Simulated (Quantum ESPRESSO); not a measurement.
# Collinear magnetic orders of FePt (Tetraferroplatinum) with Quantum ESPRESSO, part 2 of 2

Does FePt (Tetraferroplatinum) prefer parallel or opposed moments, or none?

Quantum ESPRESSO 7.5; PBE; plane waves with GBRV 1.5 PBE potentials, no spin-orbit coupling.

So far, absolute magnetization (μB): step 2 (run 1 (ferro +)) 3.52.

### 5. Run 4, typed as antiferro q=(0,1/2,1/2) +−

This order needs a doubled cell of 4 atoms.

File pw.in:

```
&CONTROL
  calculation = 'scf'
  prefix = 'pwscf'
  outdir = './tmp'
  pseudo_dir = './pseudo'
  disk_io = 'nowf'
/
&SYSTEM
  ibrav = 0
  celldm(1) = 8
  nat = 4
  ntyp = 3
  ecutwfc = 40
  ecutrho = 280
  nbnd = 42
  occupations = 'smearing'
  smearing = 'fd'
  degauss = 0.00367493
  nspin = 2
  starting_magnetization(1) = 0.175
  starting_magnetization(2) = -0.175
  starting_magnetization(3) = 0
/
&ELECTRONS
  conv_thr = 8d-09
  electron_maxstep = 150
  mixing_beta = 0.3
/
ATOMIC_SPECIES
Fe1    55.8450 fe_pbe_v1.5.uspp.F.UPF
Fe2    55.8450 fe_pbe_v1.5.uspp.F.UPF
Pt    195.0840 pt_pbe_v1.4.uspp.F.UPF
CELL_PARAMETERS alat
   0.6433336375523    0.0000000000000    0.0000000000000
   0.0000000000000    1.2866672751046    0.0000000000000
   0.0000000000000    0.6433336375523    0.8787226479510
ATOMIC_POSITIONS crystal
Fe1     0.0000000000    0.0000000000    0.0000000000
Fe2     0.0000000000    0.5000000000    0.0000000000
Pt      0.5000000000    0.0000000000    0.5000000000
Pt      0.5000000000    0.5000000000    0.5000000000
K_POINTS automatic
12 6 12 0 0 0
```

On the command line:

```bash
$ OMP_NUM_THREADS=1 mpirun -n 4 pw.x -nk 4 -in pw.in > pw.out
```

Output:

```text
     [... lines left out ...]
Program PWSCF v.7.5 starts
     [... lines left out ...]
     number of atoms/cell      =            4
     [... lines left out ...]
     number of electrons       =        64.00
     number of Kohn-Sham states=           42
     kinetic-energy cutoff     =      40.0000  Ry
     charge density cutoff     =     280.0000  Ry
     scf convergence threshold =      8.0E-09
     [... lines left out ...]
      8 Sym. Ops., with inversion, found
     [... lines left out ...]
     number of k points=   175  Fermi-Dirac smearing, width (Ry)=  0.0037
     [... lines left out ...]
     iteration # 18     ecut=    40.00 Ry     beta= 0.30
     [... lines left out ...]
     Magnetic moment per site  (integrated on atomic sphere of radius R)
     atom   1 (R=0.261)  charge= 14.7127  magn=  3.0010
     atom   2 (R=0.261)  charge= 14.7127  magn= -3.0010
     atom   3 (R=0.261)  charge= 13.7997  magn=  0.0000
     atom   4 (R=0.261)  charge= 13.7997  magn=  0.0000
     [... lines left out ...]
     the Fermi energy is    20.1364 ev
!    total energy              =    -922.12598215 Ry
     estimated scf accuracy    <          2.9E-09 Ry
     smearing contrib. (-TS)   =      -0.00278596 Ry
     [... lines left out ...]
     total magnetization       =     0.00 Bohr mag/cell
     absolute magnetization    =     6.31 Bohr mag/cell
     convergence has been achieved in  18 iterations
```

Elapsed: 62 s, on 4 MPI ranks of AMD EPYC 9R45 (Zen 5), shared host; peak memory 0.74 GiB.

Read from the output:

* smearing term TS: 0.03790 eV
* magnetization: 0 μB
* absolute magnetization: 6.312 μB
* final state: antiferromagnetic
* largest moment: 3.001 μB

### 6. Run 5, typed as antiferro q=(1/2,1/2,0) +−

This order needs a doubled cell of 4 atoms.

pw.in, as its differences from that of step 5:

```diff
@@ -33,11 +33,11 @@
 CELL_PARAMETERS alat
-   0.6433336375523    0.0000000000000    0.0000000000000
-   0.0000000000000    1.2866672751046    0.0000000000000
-   0.0000000000000    0.6433336375523    0.8787226479510
+   1.2866672751046    0.0000000000000    0.0000000000000
+   0.6433336375523    0.6433336375523    0.0000000000000
+   0.0000000000000    0.0000000000000    0.8787226479510
 ATOMIC_POSITIONS crystal
 Fe1     0.0000000000    0.0000000000    0.0000000000
-Fe2     0.0000000000    0.5000000000    0.0000000000
-Pt      0.5000000000    0.0000000000    0.5000000000
+Fe2     0.5000000000    0.0000000000    0.0000000000
+Pt      0.0000000000    0.5000000000    0.5000000000
 Pt      0.5000000000    0.5000000000    0.5000000000
 K_POINTS automatic
-12 6 12 0 0 0
+6 12 12 0 0 0
```

Output:

```text
     [... lines left out ...]
Program PWSCF v.7.5 starts
     [... lines left out ...]
     number of atoms/cell      =            4
     [... lines left out ...]
     number of electrons       =        64.00
     number of Kohn-Sham states=           42
     kinetic-energy cutoff     =      40.0000  Ry
     charge density cutoff     =     280.0000  Ry
     scf convergence threshold =      8.0E-09
     [... lines left out ...]
     16 Sym. Ops., with inversion, found
     [... lines left out ...]
     number of k points=   112  Fermi-Dirac smearing, width (Ry)=  0.0037
     [... lines left out ...]
     iteration # 21     ecut=    40.00 Ry     beta= 0.30
     [... lines left out ...]
     Magnetic moment per site  (integrated on atomic sphere of radius R)
     atom   1 (R=0.261)  charge= 14.7272  magn=  2.8020
     atom   2 (R=0.261)  charge= 14.7273  magn= -2.8021
     atom   3 (R=0.261)  charge= 13.7918  magn=  0.0000
     atom   4 (R=0.261)  charge= 13.7918  magn= -0.0000
     [... lines left out ...]
     the Fermi energy is    20.3690 ev
!    total energy              =    -922.11188183 Ry
     estimated scf accuracy    <          3.0E-09 Ry
     smearing contrib. (-TS)   =      -0.00411111 Ry
     [... lines left out ...]
     total magnetization       =    -0.00 Bohr mag/cell
     absolute magnetization    =     5.83 Bohr mag/cell
     convergence has been achieved in  21 iterations
```

Wall time 52 s (4 MPI ranks); peak memory 0.62 GiB; 3.4 min of CPU time.

Numbers from this step:

```yaml
smearing_term_ts: 0.05593 eV
magnetization: 0 μB
absolute_magnetization: 5.83 μB
final_state: antiferromagnetic
largest_moment: 2.802 μB
```

### 7. Run 6 (antiferro q=(1/2,1/2,1/2) +−)

The cell is doubled to 4 atoms to hold this order.

pw.in, as its differences from that of step 6:

```diff
@@ -35,3 +35,3 @@
    0.6433336375523    0.6433336375523    0.0000000000000
-   0.0000000000000    0.0000000000000    0.8787226479510
+   0.6433336375523    0.0000000000000    0.8787226479510
 ATOMIC_POSITIONS crystal
@@ -39,4 +39,4 @@
 Fe2     0.5000000000    0.0000000000    0.0000000000
-Pt      0.0000000000    0.5000000000    0.5000000000
-Pt      0.5000000000    0.5000000000    0.5000000000
+Pt      0.7500000000    0.5000000000    0.5000000000
+Pt      0.2500000000    0.5000000000    0.5000000000
 K_POINTS automatic
```

Output:

```text
     [... lines left out ...]
Program PWSCF v.7.5 starts
     [... lines left out ...]
     number of atoms/cell      =            4
     [... lines left out ...]
     number of electrons       =        64.00
     number of Kohn-Sham states=           42
     kinetic-energy cutoff     =      40.0000  Ry
     charge density cutoff     =     280.0000  Ry
     scf convergence threshold =      8.0E-09
     [... lines left out ...]
     16 Sym. Ops., with inversion, found
     [... lines left out ...]
     number of k points=   100  Fermi-Dirac smearing, width (Ry)=  0.0037
     [... lines left out ...]
     iteration # 19     ecut=    40.00 Ry     beta= 0.30
     [... lines left out ...]
     Magnetic moment per site  (integrated on atomic sphere of radius R)
     atom   1 (R=0.261)  charge= 14.7080  magn=  2.9907
     atom   2 (R=0.261)  charge= 14.7080  magn= -2.9907
     atom   3 (R=0.261)  charge= 13.7947  magn=  0.0000
     atom   4 (R=0.261)  charge= 13.7947  magn=  0.0000
     [... lines left out ...]
     the Fermi energy is    20.3047 ev
!    total energy              =    -922.14726849 Ry
     estimated scf accuracy    <          2.3E-09 Ry
     smearing contrib. (-TS)   =      -0.00230247 Ry
     [... lines left out ...]
     total magnetization       =    -0.00 Bohr mag/cell
     absolute magnetization    =     6.32 Bohr mag/cell
     convergence has been achieved in  19 iterations
```

The job ended after 47 s (4 MPI ranks; peak memory 0.61 GiB).

Numbers from this step:

| Item | Value |
| --- | --- |
| smearing term TS | 0.03133 eV |
| magnetization | 0 μB |
| absolute magnetization | 6.322 μB |
| final state | antiferromagnetic |
| largest moment | 2.991 μB |

### 8. Run 7, typed as no spin polarisation

File pw.in:

```
&CONTROL
  calculation = 'scf'
  prefix = 'pwscf'
  outdir = './tmp'
  pseudo_dir = './pseudo'
  disk_io = 'nowf'
/
&SYSTEM
  ibrav = 0
  celldm(1) = 8
  nat = 2
  ntyp = 2
  ecutwfc = 40
  ecutrho = 280
  nbnd = 23
  occupations = 'smearing'
  smearing = 'fd'
  degauss = 0.00367493
/
&ELECTRONS
  conv_thr = 4d-09
  electron_maxstep = 150
  mixing_beta = 0.3
/
ATOMIC_SPECIES
Fe     55.8450 fe_pbe_v1.5.uspp.F.UPF
Pt    195.0840 pt_pbe_v1.4.uspp.F.UPF
CELL_PARAMETERS alat
   0.6433336375523    0.0000000000000    0.0000000000000
   0.0000000000000    0.6433336375523    0.0000000000000
   0.0000000000000    0.0000000000000    0.8787226479510
ATOMIC_POSITIONS crystal
Fe      0.0000000000    0.0000000000    0.0000000000
Pt      0.5000000000    0.5000000000    0.5000000000
K_POINTS automatic
12 12 12 0 0 0
```

Output:

```text
     [... lines left out ...]
Program PWSCF v.7.5 starts
     [... lines left out ...]
     number of atoms/cell      =            2
     [... lines left out ...]
     number of electrons       =        32.00
     number of Kohn-Sham states=           23
     kinetic-energy cutoff     =      40.0000  Ry
     charge density cutoff     =     280.0000  Ry
     scf convergence threshold =      4.0E-09
     [... lines left out ...]
     16 Sym. Ops., with inversion, found
     [... lines left out ...]
     number of k points=   196  Fermi-Dirac smearing, width (Ry)=  0.0037
     [... lines left out ...]
     iteration # 14     ecut=    40.00 Ry     beta= 0.30
     [... lines left out ...]
     the Fermi energy is    19.8375 ev
!    total energy              =    -461.01953312 Ry
     estimated scf accuracy    <          9.1E-10 Ry
     smearing contrib. (-TS)   =      -0.00252731 Ry
     [... lines left out ...]
     convergence has been achieved in  14 iterations
```

The job ended after 7.4 s (4 MPI ranks; peak memory 0.33 GiB).

Read from the output:

```
smearing term TS : 0.03439 eV
final state      : non-magnetic (no spin polarisation)
```

### 9. Ranking

An order is kept where moments of 0.15 μB or more survive with the typed signs; meshes match where a doubled cell samples the same k points as the first cell.

Orders:

```csv
start,final state,typed order kept,energy over the lowest (meV a seeded atom),largest site moment (μB),net moment (μB a cell of the first run),mesh matched,CPU time (s)
ferro +,ferromagnetic,yes,0,3.006,3.34,yes,55.12
"antiferro q=(0,1/2,0) +-",antiferromagnetic,yes,23.43,2.971,0,yes,254.6
"antiferro q=(0,0,1/2) +-",antiferromagnetic,yes,2.836,3.003,0,yes,147.8
"antiferro q=(0,1/2,1/2) +-",antiferromagnetic,yes,203.5,3.001,0,yes,245.4
"antiferro q=(1/2,1/2,0) +-",antiferromagnetic,yes,299.5,2.802,0,yes,206.1
"antiferro q=(1/2,1/2,1/2) +-",antiferromagnetic,yes,58.73,2.991,0,yes,186.3
no spin polarisation,non-magnetic,-,794.8,0,0,yes,29.07
```

### 10. Summary of results

```
lowest state found      : ferromagnetic (from ferro +)
largest site moment     : 3.01 μB
next state with moments : antiferromagnetic, 2.84 meV a seeded atom higher
state without moments   : 795 meV a seeded atom higher
```

**Reading.** The two lowest states lie so close that the mesh, the smearing, the functional or spin–orbit coupling could swap them. This is the lowest of 7 collinear or spinless starts, no proof of the ground state.

[Logs and program files are shortened in this print: banners, set-up blocks, solver, clock and traceback lines can be left out without a mark of their own.]

[Logs are printed without paths, hosts, clocks, repeated set-up lines and the standing remarks that a program may print on its own settings, such as how far it seeks lower states.]

[Hosts, paths, dates, database ids (printed as entryN), source tags and the programs' standing remarks are cut or masked in the printed files.]

[Where a cell is said to come from a database of computed structures, the database is the Materials Project.]
